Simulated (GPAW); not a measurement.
**2H-VSeTe monolayer: work function by functional and basis**

Aim: the work function of both faces of 2H-VSeTe monolayer, and its spread over functionals and bases.

Program: GPAW 26.7.0. Level of theory: GPAW, PAW setups; layer in a repeated cell with vacuum, relaxation of atoms and in-plane cell, in the first sound run; inputs show where later runs differ. Results are calculated unless marked as measured.

Most raw output is cut from this account.

**1. Starting point**

The cell holds 3 atoms: 1 Te, 1 V and 1 Se. Cell: a = 3.465 Å, b = 3.465 Å, c = 21.582 Å, α = 90.0°, β = 90.0°, γ = 120.0°. Vacuum lies along c.

**2. Relaxing the atoms**

Forces are removed first; all later runs use this geometry.

run.py

```python
import json
import numpy as np
from ase import Atoms
from ase.filters import FrechetCellFilter
from ase.optimize import BFGS
from gpaw import GPAW, PW

slab = Atoms(
    ['Te', 'V', 'Se'],
    positions=[
        [-0.00000, 2.00052, 9.00000],
        [0.00000, 0.00000, 10.92605],
        [-0.00000, 2.00052, 12.58205]],
    cell=[[3.465, 0.0, 0.0], [-1.7325, 3.00078, 0.0], [0.0, 0.0, 21.582]],
    pbc=[True, True, True],
    magmoms=[0.0, 1.0, 0.0])

slab.calc = GPAW(mode=PW(600), xc='PBE', kpts={'size': (9, 9, 1), 'gamma': True},
                 occupations={'name': 'fermi-dirac', 'width': 0.05}, nbands='160%',
                 convergence={'density': 1e-05}, maxiter=200,
                 symmetry={'tolerance': 1e-3}, txt='slab.txt')
result = {}
# The in-plane cell is free; stress needs a cell that repeats along all three vectors
path = []
opt = BFGS(FrechetCellFilter(slab, mask=[1, 1, 0, 0, 0, 1]), maxstep=0.2)
opt.attach(lambda: path.append((slab.get_potential_energy(), slab.positions.tolist(), slab.get_forces().tolist())))
result['relaxed'] = bool(opt.run(fmax=0.02, steps=45))
result['path'] = path
result['cell'] = slab.cell.tolist()
print('in-plane lattice', slab.cell.cellpar().round(4)[[0, 1, 5]])
energy = slab.get_potential_energy()
fermi = slab.calc.get_fermi_level()
v = slab.calc.get_electrostatic_potential().mean((0, 1)) - fermi
n = slab.calc.get_pseudo_density().mean((0, 1))
L = slab.cell[2, 2]
z = np.arange(len(v)) * L / len(v)
low, high = slab.positions[:, 2].min(), slab.positions[:, 2].max()
below, above = np.interp([low - 6.8, high + 6.8], z, v)
slopes = [np.interp(x, z, np.gradient(v, z)) for x in (low - 6.8, high + 6.8)]
eps = np.array([[slab.calc.get_eigenvalues(k, s) for k in range(len(slab.calc.get_ibz_k_points()))]
                for s in range(slab.calc.get_number_of_spins())]) - fermi
top, bottom = eps[eps < 0].max(), eps[eps > 0].min()
dipole = slab.get_dipole_moment()[2]
print(f'energy {energy:.4f} eV, Fermi level {fermi:.4f} eV, dipole {dipole:.5f} e A')
print(f'potential 6.8 A off the faces, from the Fermi level: lower {below:.4f} eV, upper {above:.4f} eV')
print(f'slope of the potential there: lower {slopes[0]:.5f}, upper {slopes[1]:.5f} eV/A')
print(f'nearest levels on the mesh: {top:.4f} and {bottom:.4f} eV')
print('magnetic moment', round(slab.get_magnetic_moment(), 3))
result.update(energy=energy, fermi=fermi, dipole=dipole, below=below, above=above, slopes=slopes, edges=[top, bottom],
              z=z.tolist(), v=v.tolist(), n=n.tolist(), positions=slab.positions.tolist(),
              forces=slab.get_forces(apply_constraint=False).tolist(), moments=slab.get_magnetic_moments().tolist())
json.dump(result, open('result.json', 'w'))
```

Started as:

```sh
OMP_NUM_THREADS=1 OPENBLAS_NUM_THREADS=1 python run.py
```

It took 8.3 min on 1 thread of Intel Xeon Platinum 8488C (Sapphire Rapids), shared host; peak memory 0.48 GiB.

Numbers from this step:

```
dipole along the normal                    : -0.03792 e·Å
levels nearest the Fermi level on the mesh : -0.04689, 0.08980 eV from the Fermi level
site moments                               : -0.06715, 0.9300, -0.02834 μB
sum of the site moments                    : 0.8345 μB
```

Table of electrostatic potential energy of an electron (without an applied field's), less the Fermi level, planar mean by z:

z (Å), electrostatic potential energy of an electron (without an applied field's), less the Fermi level, planar mean (eV) and a bar from the least value:
```
        0        5.1 ##############################
        1        5.0 ##############################
        2        5.0 ##############################
        3        5.0 ##############################
        4        4.9 ##############################
        5        4.9 ##############################
        6        4.9 ##############################
        7        4.7 #############################
        8        1.7 ##########################
        9      -20.6 
       10       -3.4 ####################
       11      -11.8 ##########
       12       -8.4 ##############
       13       -3.7 ####################
       14        4.8 ##############################
       15        5.2 ##############################
       16        5.2 ##############################
       17        5.2 ##############################
       18        5.2 ##############################
       19        5.1 ##############################
       20        5.1 ##############################
       21        5.1 ##############################
```

The pseudo valence density, planar mean by z:

z (Å), pseudo valence density, planar mean (e/Å³) and a bar:
```
      5.5       0.00 
      6.0       0.00 
      6.5       0.00 
      7.0       0.01 
      7.5       0.03 #
      8.0       0.12 ###
      8.5       0.29 ######
      9.0       0.13 ###
      9.5       0.32 #######
     10.0       0.31 #######
     10.5       0.58 ############
     11.0       1.38 ##############################
     11.5       0.50 ###########
     12.0       0.42 #########
     12.5       0.22 #####
     13.0       0.31 #######
     13.5       0.10 ##
     14.0       0.02 #
     14.5       0.01 
     15.0       0.00 
     15.5       0.00 
     16.0       0.00
```

Site moment by atom:

| atom | site moment (μB) |
| --- | --- |
| Te1 | -0.067 |
| V2 | 0.930 |
| Se3 | -0.028 |

The relaxation lowered the energy of the cell by 0.157 eV (energies extrapolated to zero smearing; the optimiser's log prints free energies). The largest force left on a free atom is 0.012 eV/Å.

**3. The slab's potential**

The work function is the vacuum plateau of the electrostatic potential less the Fermi level; a dipole layer lets the two faces have plateaus of their own.

This step: GPAW, PAW setups; slab in vacuum (GPAW 26.7.0).

The cell differs from the one that the last finished run ended in (c 21.582 → 21.339 Å).

Changes to run.py since step 2:

```diff
@@ -3,4 +3,2 @@
 from ase import Atoms
-from ase.filters import FrechetCellFilter
-from ase.optimize import BFGS
 from gpaw import GPAW, PW
@@ -10,22 +8,15 @@
     positions=[
-        [-0.00000, 2.00052, 9.00000],
-        [0.00000, 0.00000, 10.92605],
-        [-0.00000, 2.00052, 12.58205]],
-    cell=[[3.465, 0.0, 0.0], [-1.7325, 3.00078, 0.0], [0.0, 0.0, 21.582]],
-    pbc=[True, True, True],
+        [0.00000, 2.00586, 9.00000],
+        [-0.00000, 0.00000, 10.83901],
+        [0.00000, 2.00586, 12.33867]],
+    cell=[[3.47424, 0.0, 0.0], [-1.73712, 3.00878, 0.0], [0.0, 0.0, 21.3387]],
+    pbc=[True, True, False],
     magmoms=[0.0, 1.0, 0.0])
 
-slab.calc = GPAW(mode=PW(600), xc='PBE', kpts={'size': (9, 9, 1), 'gamma': True},
+slab.calc = GPAW(mode=PW(400), xc='PBE', kpts={'size': (9, 9, 1), 'gamma': True},
                  occupations={'name': 'fermi-dirac', 'width': 0.05}, nbands='160%',
                  convergence={'density': 1e-05}, maxiter=200,
+                 poissonsolver={'dipolelayer': 'xy'},
                  symmetry={'tolerance': 1e-3}, txt='slab.txt')
 result = {}
-# The in-plane cell is free; stress needs a cell that repeats along all three vectors
-path = []
-opt = BFGS(FrechetCellFilter(slab, mask=[1, 1, 0, 0, 0, 1]), maxstep=0.2)
-opt.attach(lambda: path.append((slab.get_potential_energy(), slab.positions.tolist(), slab.get_forces().tolist())))
-result['relaxed'] = bool(opt.run(fmax=0.02, steps=45))
-result['path'] = path
-result['cell'] = slab.cell.tolist()
-print('in-plane lattice', slab.cell.cellpar().round(4)[[0, 1, 5]])
 energy = slab.get_potential_energy()
```

Run time: 42 s. Hardware: 1 thread; peak memory 0.25 GiB.

Numbers from this step:

```yaml
dipole_along_the_normal: -0.02773 e·Å
levels_nearest_the_fermi_level_on_the_mesh: -0.04449, 0.08805 eV from the Fermi level
upper_work_function: 5.312 eV
lower_work_function: 4.835 eV
site_moments: -0.06691, 0.9277, -0.02811 μB
sum_of_the_site_moments: 0.8327 μB
```

The electrostatic potential energy of an electron (without an applied field's), less the Fermi level, planar mean by z:

z (Å), electrostatic potential energy of an electron (without an applied field's), less the Fermi level, planar mean (eV) and a bar from the least value:
```
        0        5.1 ##############################
        1        4.8 #############################
        2        4.8 #############################
        3        4.8 #############################
        4        4.8 #############################
        5        4.8 #############################
        6        4.8 #############################
        7        4.6 #############################
        8        0.7 #########################
        9      -21.4 
       10       -3.1 #####################
       11      -11.0 ############
       12      -11.3 ###########
       13       -1.3 #######################
       14        5.0 ##############################
       15        5.3 ##############################
       16        5.3 ##############################
       17        5.3 ##############################
       18        5.3 ##############################
       19        5.3 ##############################
       20        5.3 ##############################
       21        5.3 ##############################
```

Pseudo valence density, planar mean against z:

| z (Å) | pseudo valence density, planar mean (e/Å³) |
| --- | --- |
| 5.0 | 4.4e-5 |
| 5.5 | 1.8e-4 |
| 6.0 | 7.0e-4 |
| 6.5 | 0.00287 |
| 7.0 | 0.0115 |
| 7.5 | 0.0457 |
| 8.0 | 0.159 |
| 8.5 | 0.301 |
| 9.0 | 0.119 |
| 9.5 | 0.344 |
| 10.0 | 0.306 |
| 10.5 | 0.801 |
| 11.0 | 1.21 |
| 11.5 | 0.426 |
| 12.0 | 0.393 |
| 12.5 | 0.266 |
| 13.0 | 0.259 |
| 13.5 | 0.0773 |
| 14.0 | 0.0179 |
| 14.5 | 0.00378 |
| 15.0 | 8.7e-4 |
| 15.5 | 2.0e-4 |
| 16.0 | 4.7e-5 |

The potential is flat to 6.1e-5 eV/Å where it is read, so the vacuum is wide enough.

**4. Self-consistent run: xc = "vdW-DF2"**

The same geometry under vdW-DF2, to see how far the functional moves the levels against the vacuum (the van der Waals functionals take revPBE setups).

Changes to run.py since step 3:

```diff
@@ -15,3 +15,3 @@
 
-slab.calc = GPAW(mode=PW(400), xc='PBE', kpts={'size': (9, 9, 1), 'gamma': True},
+slab.calc = GPAW(mode=PW(400), xc='vdW-DF2', kpts={'size': (9, 9, 1), 'gamma': True},
                  occupations={'name': 'fermi-dirac', 'width': 0.05}, nbands='160%',
```

The job ended after 55 s (1 thread; peak memory 0.43 GiB).

Numbers from this step:

```yaml
dipole_along_the_normal: -0.03049 e·Å
levels_nearest_the_fermi_level_on_the_mesh: -0.08588, 0.1355 eV from the Fermi level
upper_work_function: 5.609 eV
lower_work_function: 5.085 eV
site_moments: -0.05905, 0.9237, -0.02083 μB
sum_of_the_site_moments: 0.8438 μB
```

Table of electrostatic potential energy of an electron (without an applied field's), less the Fermi level, planar mean by z:

| z (Å) | electrostatic potential energy of an electron (without an applied field's), less the Fermi level, planar mean (eV) |
| --- | --- |
| 0 | 5.35 |
| 1 | 5.09 |
| 2 | 5.09 |
| 3 | 5.09 |
| 4 | 5.08 |
| 5 | 5.08 |
| 6 | 5.06 |
| 7 | 4.76 |
| 8 | 0.658 |
| 9 | -21.6 |
| 10 | -3.36 |
| 11 | -11.2 |
| 12 | -11.4 |
| 13 | -1.33 |
| 14 | 5.19 |
| 15 | 5.58 |
| 16 | 5.61 |
| 17 | 5.61 |
| 18 | 5.61 |
| 19 | 5.61 |
| 20 | 5.61 |
| 21 | 5.57 |

The pseudo valence density, planar mean by z:

| z (Å) | pseudo valence density, planar mean (e/Å³) |
| --- | --- |
| 5.0 | 6.6e-5 |
| 5.5 | 2.4e-4 |
| 6.0 | 9.0e-4 |
| 6.5 | 0.00344 |
| 7.0 | 0.0126 |
| 7.5 | 0.0466 |
| 8.0 | 0.158 |
| 8.5 | 0.300 |
| 9.0 | 0.118 |
| 9.5 | 0.344 |
| 10.0 | 0.305 |
| 10.5 | 0.801 |
| 11.0 | 1.21 |
| 11.5 | 0.425 |
| 12.0 | 0.393 |
| 12.5 | 0.266 |
| 13.0 | 0.258 |
| 13.5 | 0.0778 |
| 14.0 | 0.0192 |
| 14.5 | 0.00443 |
| 15.0 | 0.00110 |
| 15.5 | 2.7e-4 |
| 16.0 | 6.9e-5 |

Force by atom:

| atom | x (eV/Å) | y (eV/Å) | z (eV/Å) | size |
| --- | --- | --- | --- | --- |
| Te1 | 0.000 | 0.000 | -0.700 | 0.700 |
| V2 | 0.000 | 0.000 | 0.011 | 0.011 |
| Se3 | 0.000 | 0.000 | 0.688 | 0.688 |

The upper face's work function is 5.609 eV, against 5.312 eV in the first plane-wave PBE run at this geometry.

**5. Self-consistent run: xc = "LDA"**

The same geometry under LDA, to see how far the functional moves the levels against the vacuum.

Changes to run.py since step 4:

```diff
@@ -15,3 +15,3 @@
 
-slab.calc = GPAW(mode=PW(400), xc='vdW-DF2', kpts={'size': (9, 9, 1), 'gamma': True},
+slab.calc = GPAW(mode=PW(400), xc='LDA', kpts={'size': (9, 9, 1), 'gamma': True},
                  occupations={'name': 'fermi-dirac', 'width': 0.05}, nbands='160%',
```

Elapsed: 36 s, on 1 thread; peak memory 0.24 GiB.

Numbers from this step:

* dipole along the normal: -0.02174 e·Å
* levels nearest the Fermi level on the mesh: -0.05054, 0.001208 eV from the Fermi level
* upper work function: 5.554 eV
* lower work function: 5.181 eV
* site moments: -0.03934, 0.7444, -0.01555 μB
* sum of the site moments: 0.6895 μB

The upper face's work function is 5.554 eV, against 5.312 eV in the first plane-wave PBE run at this geometry.

**6. Self-consistent run: xc = "revPBE"**

The same geometry under revPBE, to see how far the functional moves the levels against the vacuum.

Changes to run.py since step 5:

```diff
@@ -15,3 +15,3 @@
 
-slab.calc = GPAW(mode=PW(400), xc='LDA', kpts={'size': (9, 9, 1), 'gamma': True},
+slab.calc = GPAW(mode=PW(400), xc='revPBE', kpts={'size': (9, 9, 1), 'gamma': True},
                  occupations={'name': 'fermi-dirac', 'width': 0.05}, nbands='160%',
```

It took 43 s on 1 thread; peak memory 0.25 GiB.

This step gave:

- dipole along the normal: -0.02879 e·Å
- levels nearest the Fermi level on the mesh: -0.07446, 0.1160 eV from the Fermi level
- upper work function: 5.209 eV
- lower work function: 4.714 eV
- site moments: -0.07447, 0.9563, -0.03386 μB
- sum of the site moments: 0.8479 μB

The upper face's work function is 5.209 eV, against 5.312 eV in the first plane-wave PBE run at this geometry.

**7. OptPBE vdW: xc = "optPBE-vdW"**

The same geometry under optPBE-vdW, to see how far the functional moves the levels against the vacuum (the van der Waals functionals take revPBE setups).

Changes to run.py since step 6:

```diff
@@ -15,3 +15,3 @@
 
-slab.calc = GPAW(mode=PW(400), xc='revPBE', kpts={'size': (9, 9, 1), 'gamma': True},
+slab.calc = GPAW(mode=PW(400), xc='optPBE-vdW', kpts={'size': (9, 9, 1), 'gamma': True},
                  occupations={'name': 'fermi-dirac', 'width': 0.05}, nbands='160%',
```

Elapsed: 57 s, on 1 thread; peak memory 0.43 GiB.

This step gave:

```
dipole along the normal                    : -0.02881 e·Å
levels nearest the Fermi level on the mesh : -0.04847, 0.09540 eV from the Fermi level
upper work function                        : 5.508 eV
lower work function                        : 5.013 eV
site moments                               : -0.06771, 0.9332, -0.02796 μB
sum of the site moments                    : 0.8375 μB
```

The upper face's work function is 5.508 eV, against 5.312 eV in the first plane-wave PBE run at this geometry.

**8. Self-consistent run: xc = "RPBE"**

The same geometry under RPBE, to see how far the functional moves the levels against the vacuum.

Changes to run.py since step 7:

```diff
@@ -15,3 +15,3 @@
 
-slab.calc = GPAW(mode=PW(400), xc='optPBE-vdW', kpts={'size': (9, 9, 1), 'gamma': True},
+slab.calc = GPAW(mode=PW(400), xc='RPBE', kpts={'size': (9, 9, 1), 'gamma': True},
                  occupations={'name': 'fermi-dirac', 'width': 0.05}, nbands='160%',
```

Wall time 39 s (1 thread); peak memory 0.25 GiB.

This step gave:

| Item | Value |
| --- | --- |
| dipole along the normal | -0.02938 e·Å |
| levels nearest the Fermi level on the mesh | -0.08703, 0.1264 eV from the Fermi level |
| upper work function | 5.209 eV |
| lower work function | 4.704 eV |
| site moments | -0.07701, 0.9649, -0.03579 μB |
| sum of the site moments | 0.8521 μB |

Electrostatic potential energy of an electron (without an applied field's), less the Fermi level, planar mean against z:

| z (Å) | electrostatic potential energy of an electron (without an applied field's), less the Fermi level, planar mean (eV) |
| --- | --- |
| 0 | 4.96 |
| 1 | 4.70 |
| 2 | 4.70 |
| 3 | 4.70 |
| 4 | 4.70 |
| 5 | 4.70 |
| 6 | 4.69 |
| 7 | 4.44 |
| 8 | 0.562 |
| 9 | -21.5 |
| 10 | -3.25 |
| 11 | -11.2 |
| 12 | -11.4 |
| 13 | -1.45 |
| 14 | 4.86 |
| 15 | 5.19 |
| 16 | 5.21 |
| 17 | 5.21 |
| 18 | 5.21 |
| 19 | 5.21 |
| 20 | 5.21 |
| 21 | 5.17 |

The upper face's work function is 5.209 eV, against 5.312 eV in the first plane-wave PBE run at this geometry.

**9. Real-space grid: mode = "fd"**

A real-space grid is a second complete basis, so it checks the plane-wave result.

Changes to run.py since step 8:

```diff
@@ -3,3 +3,3 @@
 from ase import Atoms
-from gpaw import GPAW, PW
+from gpaw import GPAW
 
@@ -15,3 +15,3 @@
 
-slab.calc = GPAW(mode=PW(400), xc='RPBE', kpts={'size': (9, 9, 1), 'gamma': True},
+slab.calc = GPAW(mode='fd', h=0.18, xc='PBE', kpts={'size': (9, 9, 1), 'gamma': True},
                  occupations={'name': 'fermi-dirac', 'width': 0.05}, nbands='160%',
```

The job ended after 2 min (1 thread; peak memory 0.52 GiB).

This step gave:

```
dipole along the normal                    : -0.02742 e·Å
levels nearest the Fermi level on the mesh : -0.04504, 0.08853 eV from the Fermi level
upper work function                        : 5.313 eV
lower work function                        : 4.838 eV
site moments                               : -0.06713, 0.9298, -0.02830 μB
sum of the site moments                    : 0.8344 μB
```

Electrostatic potential energy of an electron (without an applied field's), less the Fermi level, planar mean against z:

| z (Å) | electrostatic potential energy of an electron (without an applied field's), less the Fermi level, planar mean (eV) |
| --- | --- |
| 0 | 5.08 |
| 1 | 4.84 |
| 2 | 4.84 |
| 3 | 4.84 |
| 4 | 4.84 |
| 5 | 4.84 |
| 6 | 4.82 |
| 7 | 4.58 |
| 8 | 0.690 |
| 9 | -21.5 |
| 10 | -3.10 |
| 11 | -11.0 |
| 12 | -11.3 |
| 13 | -1.33 |
| 14 | 4.97 |
| 15 | 5.29 |
| 16 | 5.31 |
| 17 | 5.31 |
| 18 | 5.31 |
| 19 | 5.31 |
| 20 | 5.31 |
| 21 | 5.31 |

The upper face's work function is 5.313 eV, against 5.312 eV in the first plane-wave PBE run at this geometry.

[end of part 1 of 2]

[Logs are printed without paths, hosts, clocks, repeated set-up lines and the standing remarks that a program may print on its own settings, such as how far it seeks lower states.]

[Hosts, paths, dates, database ids (printed as entryN), source tags and the programs' standing remarks are cut or masked in the printed files.]
